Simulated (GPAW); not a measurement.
## S K-edge XANES of zinc-blende (ZnS)₁₋ₓ(CdS)ₓ at x = 0.875

Aim: the S K edge in zinc-blende (ZnS)₁₋ₓ(CdS)ₓ at x = 0.875, one member of a composition series.

Main program and level: GPAW 26.7.0; X-ray absorption from dipole matrix elements to empty bands, plane-wave PAW PBE.

Report form: the programs' logs are mostly left out.

## 1. Starting point

The cell holds 16 atoms: 7 Cd, 8 S and 1 Zn. Cell: a = 8.158 Å, b = 8.158 Å, c = 8.158 Å, α = 60.0°, β = 60.0°, γ = 60.0°. 16-atom zinc-blende cell, 7 of 8 Zn sites taken by Cd at random, lattice constants typed for the ends and interpolated (Vegard).

## 2. Relaxation

Bond lengths around the absorber set the edge shape, so the atoms are relaxed before any spectrum.

The input, relax.py:

```python
import numpy as np
from ase import Atoms
from ase.parallel import parprint, paropen
from gpaw import GPAW, PW, FermiDirac, Mixer, MixerDif, setup_paths
from ase.optimize import BFGS

atoms = Atoms('CdSCdSCdSZnSCdSCdSCdSCdS',
    cell=[[0, 5.76875, 5.76875],
     [5.76875, 0, 5.76875],
     [5.76875, 5.76875, 0]],
    scaled_positions=[[0.999182, 0.000905, 0.000129],
     [0.122831, 0.122306, 0.128615],
     [0.003227, 0.999191, 0.498582],
     [0.123449, 0.127053, 0.62251],
     [0.002712, 0.498918, 0.00124],
     [0.125192, 0.62489, 0.121924],
     [0.002766, 0.496716, 0.504538],
     [0.124904, 0.623568, 0.620241],
     [0.496246, 0.996969, 0.000426],
     [0.623413, 0.12779, 0.129078],
     [0.500452, 0.00064, 0.500762],
     [0.62475, 0.124967, 0.624973],
     [0.496107, 0.502922, 0.001529],
     [0.623131, 0.625446, 0.125021],
     [0.500209, 0.500848, 0.498008],
     [0.625086, 0.627219, 0.62757]],
    pbc=True)
atoms.calc = GPAW(legacy_gpaw=True, mode=PW(400, force_complex_dtype=True), xc='PBE', setups={},
    kpts={'size': (3, 3, 3), 'gamma': True}, occupations=FermiDirac(0.08),
    charge=0, mixer=Mixer(0.1, 5, 50), maxiter=150,
    convergence={'density': 0.0001, 'eigenstates': 1e-6}, txt='relax.txt')
steps = []
opt = BFGS(atoms, logfile='-')
opt.attach(lambda: steps.append([atoms.get_potential_energy(), float(np.linalg.norm(atoms.get_forces(), axis=1).max())]))
done = opt.run(fmax=0.05, steps=30)
out = dict(done=bool(done), steps=steps, frac=atoms.get_scaled_positions().tolist())
import json
with paropen('out.json', 'w') as f:
    json.dump(out, f)
```

The run is started by

```
$ OMP_NUM_THREADS=1 mpirun -n 4 gpaw python relax.py
```

Elapsed: 6.5 min, on 4 MPI ranks of Arm Neoverse V2, shared host; peak memory 0.37 GiB.

In 9 steps the energy fell by 314 meV (energies extrapolated to zero smearing) and the largest force to 0.028 eV/Å. Atom 6 (S; the text counts from 1, the script from 0) is among those that moved most, by 0.16 Å.

## 3. Ground state of the crystal

The ground state comes first: it tells whether the system has a gap, which decides how the excited electron is treated.

The input, scf.py:

```python
import numpy as np
from ase import Atoms
from ase.parallel import parprint, paropen
from gpaw import GPAW, PW, FermiDirac, Mixer, MixerDif, setup_paths
from gpaw.test import gen
setup_paths.insert(0, '.')
gen('S', name='nch1s', xcname='PBE', corehole=(1, 0, 0), write_xml=True)
from gpaw.mpi import world
world.barrier()

atoms = Atoms('CdSCdSCdSZnSCdSCdSCdSCdS',
    cell=[[0, 5.76875, 5.76875],
     [5.76875, 0, 5.76875],
     [5.76875, 5.76875, 0]],
    scaled_positions=[[0.9991669, 0.9994643, 0.998556],
     [0.1239494, 0.1242807, 0.1255628],
     [0.0015717, 0.9973266, 0.502139],
     [0.1184852, 0.1439243, 0.6187027],
     [0.0022301, 0.5006494, 0.9979719],
     [0.1167226, 0.6190897, 0.1451726],
     [0.9998845, 0.4993238, 0.5005131],
     [0.1196644, 0.6175453, 0.6182973],
     [0.4987946, 0.9997627, 0.0008413],
     [0.6229247, 0.1258189, 0.1256099],
     [0.4987556, 0.9991377, 0.5021586],
     [0.6251053, 0.1253802, 0.6258384],
     [0.4967232, 0.5024583, 0.9994462],
     [0.6255297, 0.624869, 0.1247738],
     [0.4997284, 0.5019486, 0.5011661],
     [0.6445701, 0.6188876, 0.6192445]],
    pbc=True)
atoms.calc = calc = GPAW(legacy_gpaw=True, mode=PW(400, force_complex_dtype=True), xc='PBE', setups={1: 'nch1s'},
    kpts={'size': (3, 3, 3), 'gamma': True}, occupations=FermiDirac(0.05),
    charge=0, mixer=Mixer(0.1, 5, 50), maxiter=150,
    convergence={'density': 0.0001, 'eigenstates': 1e-6}, txt='scf.txt')
energy = atoms.get_potential_energy() + calc.get_reference_energy()
ef = calc.get_fermi_level()
out = dict(energy=energy, fermi=ef, forces=atoms.get_forces().tolist())
parprint(f'all-electron energy {energy:.4f} eV, Fermi level {ef:.4f} eV')
ev = np.array([[calc.get_eigenvalues(k, s) for k in range(len(calc.get_ibz_k_points()))] for s in range(calc.get_number_of_spins())])
out['homo'], out['lumo'], out['counts'] = ev[ev < ef].max(), ev[ev > ef].min(), sorted(set((ev < ef).sum((0, 2)).tolist()))
out['filled'] = (ev[:, 0] < ef).sum(1).tolist()
import json
with paropen('out.json', 'w') as f:
    json.dump(out, f)
```

The run is started by

```
$ OMP_NUM_THREADS=1 mpirun -n 4 gpaw python scf.py
```

It took 79 s on 4 MPI ranks; peak memory 0.38 GiB.

The mesh shows a gap of 1.19 eV. The excited electron is kept all the same, so that all members of the series, with or without a gap, are treated alike.

## 4. Reference energy of the cell

The photon energy needs a difference of total energies, so the cell and mesh of the coming hole run are first run without a hole.

scf.py, as its differences from that of step 3:

```diff
@@ -32,3 +32,3 @@
 atoms.calc = calc = GPAW(legacy_gpaw=True, mode=PW(400, force_complex_dtype=True), xc='PBE', setups={1: 'nch1s'},
-    kpts={'size': (3, 3, 3), 'gamma': True}, occupations=FermiDirac(0.05),
+    kpts={'size': (3, 3, 3), 'gamma': True}, occupations=FermiDirac(0.02),
     charge=0, mixer=Mixer(0.1, 5, 50), maxiter=150,
```

Run time: 79 s. Hardware: 4 MPI ranks; peak memory 0.38 GiB.

Reference energy: -1200984.279 eV with the cores included.

## 5. Spectrum with XCH, S atom 2

The holes are 8.2 Å apart. In GPAW the data set carries the hole's charge, so charge=0 means a charged cell and charge=-1 a neutral one. The excited electron is kept in the cell, where it fills the lowest empty states and screens the hole. After the field has converged, empty bands are computed with the density fixed and the dipole matrix elements are summed.

The absorber has 1 Cd at 2.50 Å and 3 Cd at 2.51 Å (tetrahedral).

The input, xas.py:

```python
import numpy as np
from ase import Atoms
from ase.parallel import parprint, paropen
from gpaw import GPAW, PW, FermiDirac, Mixer, MixerDif, setup_paths
from gpaw.test import gen
setup_paths.insert(0, '.')
gen('S', name='fch1s', xcname='PBE', corehole=(1, 0, 1), write_xml=True)
from gpaw.mpi import world
world.barrier()

atoms = Atoms('CdSCdSCdSZnSCdSCdSCdSCdS',
    cell=[[0, 5.76875, 5.76875],
     [5.76875, 0, 5.76875],
     [5.76875, 5.76875, 0]],
    scaled_positions=[[0.9991669, 0.9994643, 0.998556],
     [0.1239494, 0.1242807, 0.1255628],
     [0.0015717, 0.9973266, 0.502139],
     [0.1184852, 0.1439243, 0.6187027],
     [0.0022301, 0.5006494, 0.9979719],
     [0.1167226, 0.6190897, 0.1451726],
     [0.9998845, 0.4993238, 0.5005131],
     [0.1196644, 0.6175453, 0.6182973],
     [0.4987946, 0.9997627, 0.0008413],
     [0.6229247, 0.1258189, 0.1256099],
     [0.4987556, 0.9991377, 0.5021586],
     [0.6251053, 0.1253802, 0.6258384],
     [0.4967232, 0.5024583, 0.9994462],
     [0.6255297, 0.624869, 0.1247738],
     [0.4997284, 0.5019486, 0.5011661],
     [0.6445701, 0.6188876, 0.6192445]],
    pbc=True)
atoms.calc = calc = GPAW(legacy_gpaw=True, mode=PW(400, force_complex_dtype=True), xc='PBE', setups={1: 'fch1s'},
    kpts={'size': (3, 3, 3), 'gamma': True}, occupations=FermiDirac(0.04),
    charge=-1, mixer=Mixer(0.1, 5, 50), maxiter=150,
    convergence={'density': 0.0001, 'eigenstates': 1e-6}, txt='scf.txt')
energy = atoms.get_potential_energy() + calc.get_reference_energy()
ef = calc.get_fermi_level()
out = dict(energy=energy, fermi=ef, forces=atoms.get_forces().tolist())
parprint(f'all-electron energy {energy:.4f} eV, Fermi level {ef:.4f} eV')
ev = np.array([[calc.get_eigenvalues(k, s) for k in range(len(calc.get_ibz_k_points()))] for s in range(calc.get_number_of_spins())])
out['homo'], out['lumo'], out['counts'] = ev[ev < ef].max(), ev[ev > ef].min(), sorted(set((ev < ef).sum((0, 2)).tolist()))
out['filled'] = (ev[:, 0] < ef).sum(1).tolist()

from ase.units import Ha
from gpaw.xas import dipole_matrix_elements
nb = int(calc.get_number_of_electrons() / 2) + 196
top, nb = nb, nb + 8 + nb // 12
nscf = calc.fixed_density(kpts={'size': (4, 4, 4), 'gamma': True}, nbands=nb,
    convergence={'bands': top, 'eigenstates': 5e-3}, maxiter=60, txt='nscf.txt')
cell = atoms.cell.array
ops = [cell.T @ U.T @ np.linalg.inv(cell.T) for U in nscf.wfs.kd.symmetry.op_scc]
filled = [72]  # bands filled in the ground state, by spin
E = np.arange(-6, 30, 0.1)
fwhm = np.interp(E, [4, 25], [0.9, 3.5])
Y, X, zero, highest = 0, 0, 1e9, 1e9
for spin in range(nscf.get_number_of_spins()):
    wfs = nscf.wfs
    mine = wfs.bd.get_slice()  # this rank's bands
    A = dipole_matrix_elements(wfs.setups[1])
    eps = np.zeros((wfs.kd.nibzkpts, nb))
    d = np.zeros((3, A.shape[1], wfs.kd.nibzkpts, nb), complex)
    for kpt in wfs.kpt_u:
        if kpt.s == spin and 1 in kpt.P_ani:
            eps[kpt.k, mine] = kpt.eps_n * Ha
            d[:, :, kpt.k, mine] = (kpt.weight * wfs.nspins / 2) ** 0.5 * np.inner(A, kpt.P_ani[1])
    world.sum(eps)
    world.sum(d)
    T = np.einsum('amkn,bmkn->abkn', d, d.conj()).real
    T = sum(np.einsum('ai,ijkn,bj->abkn', R, T, R) for R in ops) / len(ops)
    empty = np.ones_like(eps, bool) & (np.arange(nb) >= filled[spin])
    zero, highest = min(zero, eps[empty].min()), min(highest, eps[:, top - 1].min())
    lines = [(eps, T, empty)] if spin == 0 else lines + [(eps, T, empty)]
for eps, T, empty in lines:
    f = np.einsum('aakn->akn', T).reshape(3, -1)
    x = eps.ravel() - zero
    w = np.interp(x, E, fwhm) / 2.35482
    g = np.exp(-0.5 * ((E[:, None] - x) / w) ** 2) / (w * (2 * np.pi) ** 0.5)
    Y = Y + (f * empty.ravel()) @ g.T
    X = X + (f * ~empty.ravel()) @ g.T
out.update(E=E.round(2).tolist(), xas=Y.tolist(), xes=X.tolist(), zero=zero, valid=highest - zero, nk=len(eps), nb=nb)
for i in range(0, len(E), 10):
    parprint(f'{E[i]:7.2f}', *(f'{v:10.3e}' for v in Y[:, i]))
import json
with paropen('out.json', 'w') as f:
    json.dump(out, f)
```

The run is started by

```
$ OMP_NUM_THREADS=1 mpirun -n 4 gpaw python xas.py
```

The job ended after 9.4 min (4 MPI ranks; peak memory 0.88 GiB).

The S K spectrum, S atom 2, excited-electron core hole (neutral cell) (energy from the bottom of the conduction band, which holds the excited electron; intensity scaled to a mean of 1 over the first 20 eV):

```tsv
E (eV)	intensity
-2.00	0.00
-1.25	0.00
-0.50	0.00
0.25	0.03
1.00	0.20
1.75	0.75
2.50	1.60
3.25	2.11
4.00	1.71
4.75	1.33
5.50	1.32
6.25	1.85
7.00	1.37
7.75	1.06
8.50	0.85
9.25	0.73
10.00	0.48
10.75	0.39
11.50	0.54
12.25	0.78
13.00	1.07
13.75	1.29
14.50	1.35
15.25	1.25
16.00	1.05
16.75	0.85
17.50	0.72
18.25	0.66
19.00	0.66
19.75	0.70
20.50	0.76
21.25	0.81
22.00	0.86
22.75	0.93
23.50	1.05
24.25	1.17
25.00	1.26
25.75	1.28
26.50	1.25
27.25	1.18
28.00	1.11
28.75	1.06
29.50	1.04
```

Main maxima below 24 eV (height): 3.2 eV (2.12), 6.2 eV (1.86) and 14.4 eV (1.36). A K edge sees empty p states on the absorber.

The total-energy difference is 2483.65 eV. One term is added: -16.94 eV, since the hole is spin-paired here and a spin-polarised one costs that much less in the free atom (computed apart). The photon energy is then 2466.71 eV. The functional leaves an error of a few eV in such absolute values.

## 6. Cell without a hole, the energy reference

The absorbing element, whose data set is made anew, changes for the next run, so it gets a reference energy of its own.

scf.py, as its differences from that of step 4:

```diff
@@ -6,3 +6,3 @@
 setup_paths.insert(0, '.')
-gen('S', name='nch1s', xcname='PBE', corehole=(1, 0, 0), write_xml=True)
+gen('Zn', name='nch1s', xcname='PBE', corehole=(1, 0, 0), write_xml=True)
 from gpaw.mpi import world
@@ -31,3 +31,3 @@
     pbc=True)
-atoms.calc = calc = GPAW(legacy_gpaw=True, mode=PW(400, force_complex_dtype=True), xc='PBE', setups={1: 'nch1s'},
+atoms.calc = calc = GPAW(legacy_gpaw=True, mode=PW(400, force_complex_dtype=True), xc='PBE', setups={6: 'nch1s'},
     kpts={'size': (3, 3, 3), 'gamma': True}, occupations=FermiDirac(0.02),
```

The run is started by

```
$ OMP_NUM_THREADS=1 mpirun -n 4 gpaw python scf.py
```

Wall time 80 s (4 MPI ranks); peak memory 0.37 GiB; 5.3 min of CPU time.

Reference energy: -1200984.279 eV with the cores included.

## 7. Spectrum with XCH, Zn atom 7

The holes are 8.2 Å apart. The excited electron is kept in the cell, where it fills the lowest empty states and screens the hole. After the field has converged, empty bands are computed with the density fixed and the dipole matrix elements are summed.

The absorber has 4 S at 2.37 Å (tetrahedral).

xas.py, as its differences from that of step 5:

```diff
@@ -6,3 +6,3 @@
 setup_paths.insert(0, '.')
-gen('S', name='fch1s', xcname='PBE', corehole=(1, 0, 1), write_xml=True)
+gen('Zn', name='fch1s', xcname='PBE', corehole=(1, 0, 1), write_xml=True)
 from gpaw.mpi import world
@@ -31,3 +31,3 @@
     pbc=True)
-atoms.calc = calc = GPAW(legacy_gpaw=True, mode=PW(400, force_complex_dtype=True), xc='PBE', setups={1: 'fch1s'},
+atoms.calc = calc = GPAW(legacy_gpaw=True, mode=PW(400, force_complex_dtype=True), xc='PBE', setups={6: 'fch1s'},
     kpts={'size': (3, 3, 3), 'gamma': True}, occupations=FermiDirac(0.04),
@@ -53,3 +53,3 @@
 E = np.arange(-6, 30, 0.1)
-fwhm = np.interp(E, [4, 25], [0.9, 3.5])
+fwhm = np.interp(E, [4, 25], [1.67, 3.5])
 Y, X, zero, highest = 0, 0, 1e9, 1e9
@@ -58,3 +58,3 @@
     mine = wfs.bd.get_slice()  # this rank's bands
-    A = dipole_matrix_elements(wfs.setups[1])
+    A = dipole_matrix_elements(wfs.setups[6])
     eps = np.zeros((wfs.kd.nibzkpts, nb))
@@ -62,5 +62,5 @@
     for kpt in wfs.kpt_u:
-        if kpt.s == spin and 1 in kpt.P_ani:
+        if kpt.s == spin and 6 in kpt.P_ani:
             eps[kpt.k, mine] = kpt.eps_n * Ha
-            d[:, :, kpt.k, mine] = (kpt.weight * wfs.nspins / 2) ** 0.5 * np.inner(A, kpt.P_ani[1])
+            d[:, :, kpt.k, mine] = (kpt.weight * wfs.nspins / 2) ** 0.5 * np.inner(A, kpt.P_ani[6])
     world.sum(eps)
```

The run is started by

```
$ OMP_NUM_THREADS=1 mpirun -n 4 gpaw python xas.py
```

Run time: 8.4 min. Hardware: 4 MPI ranks; peak memory 0.87 GiB; 34 min of CPU time.

The Zn K spectrum, Zn atom 7, excited-electron core hole (neutral cell) (energy from the bottom of the conduction band, which holds the excited electron; intensity scaled to a mean of 1 over the first 20 eV):

```tsv
E (eV)	intensity
-2.0	0.00
-1.5	0.00
-1.0	0.00
-0.5	0.00
0.0	0.01
0.5	0.04
1.0	0.12
1.5	0.26
2.0	0.49
2.5	0.74
3.0	0.91
3.5	1.00
4.0	1.18
4.5	1.58
5.0	2.03
5.5	2.21
6.0	1.96
6.5	1.46
7.0	1.04
7.5	0.89
8.0	0.92
8.5	1.00
9.0	1.02
9.5	0.98
10.0	0.94
10.5	0.93
11.0	0.95
11.5	0.98
12.0	1.00
12.5	1.03
13.0	1.07
13.5	1.11
14.0	1.14
14.5	1.15
15.0	1.14
15.5	1.10
16.0	1.05
16.5	0.98
17.0	0.92
17.5	0.87
18.0	0.83
18.5	0.81
19.0	0.79
19.5	0.77
20.0	0.76
20.5	0.76
21.0	0.77
21.5	0.80
22.0	0.84
22.5	0.88
23.0	0.93
23.5	0.98
24.0	1.02
24.5	1.06
25.0	1.09
25.5	1.10
26.0	1.11
26.5	1.10
27.0	1.08
27.5	1.04
28.0	0.99
28.5	0.93
29.0	0.88
29.5	0.83
```

Main maxima below 29 eV (height): 5.4 eV (2.21), 8.8 eV (1.02), 14.4 eV (1.15) and 26.0 eV (1.11). 

The total-energy difference is 9692.25 eV. One term is added: -30.96 eV, since the hole is spin-paired here and a spin-polarised one costs that much less in the free atom (computed apart). The photon energy is then 9661.29 eV. The tabulated edge of the element is 9659 eV. The functional leaves an error of a few eV in such absolute values.

## 8. Results

| Quantity | Value |
| --- | --- |
| absorber and edge | S K, atom 2 of the ground-state input (counted from 1) |
| surroundings | 1 Cd at 2.50 Å and 3 Cd at 2.51 Å (tetrahedral) |
| highest intensity below 16 eV | 3.2 eV above the zero, height 2.12 |
| photon energy of the zero, with the added terms | 2466.7 eV (raw 2483.6 eV; uncertain by a few eV) |

What this shows: The S K edge of atom 2, with 1 Cd at 2.50 Å and 3 Cd at 2.51 Å (tetrahedral), has its highest intensity of the first 16 eV at 3.2 eV above the zero, near 2470 eV in photon energy (uncertain by a few eV), 2.1 times the mean level of the first 20 eV (Gaussian full width 0.9 eV up to 4 eV, rising linearly to 3.5 eV at 25 eV). The mesh is coarse (0.24 Å⁻¹ between points), so small maxima may be mesh ripples. Lifetime broadening is put in by hand, and intensities beyond about 20 eV depend on it and on the partial waves.

[Logs are printed without paths, hosts, clocks, repeated set-up lines and the standing remarks that a program may print on its own settings, such as how far it seeks lower states.]

[Hosts, paths, dates, database ids (printed as entryN), source tags and the programs' standing remarks are cut or masked in the printed files.]

[Lists of maxima count a maximum above −3 eV only where it reaches 4 % of the highest in the window and stands out from its surroundings by 2 % of it (1.5 % where it reaches 55 %); shoulders and weaker maxima are passed over, and of the rest the first, up to two pre-edge ones and the few strongest are named.]
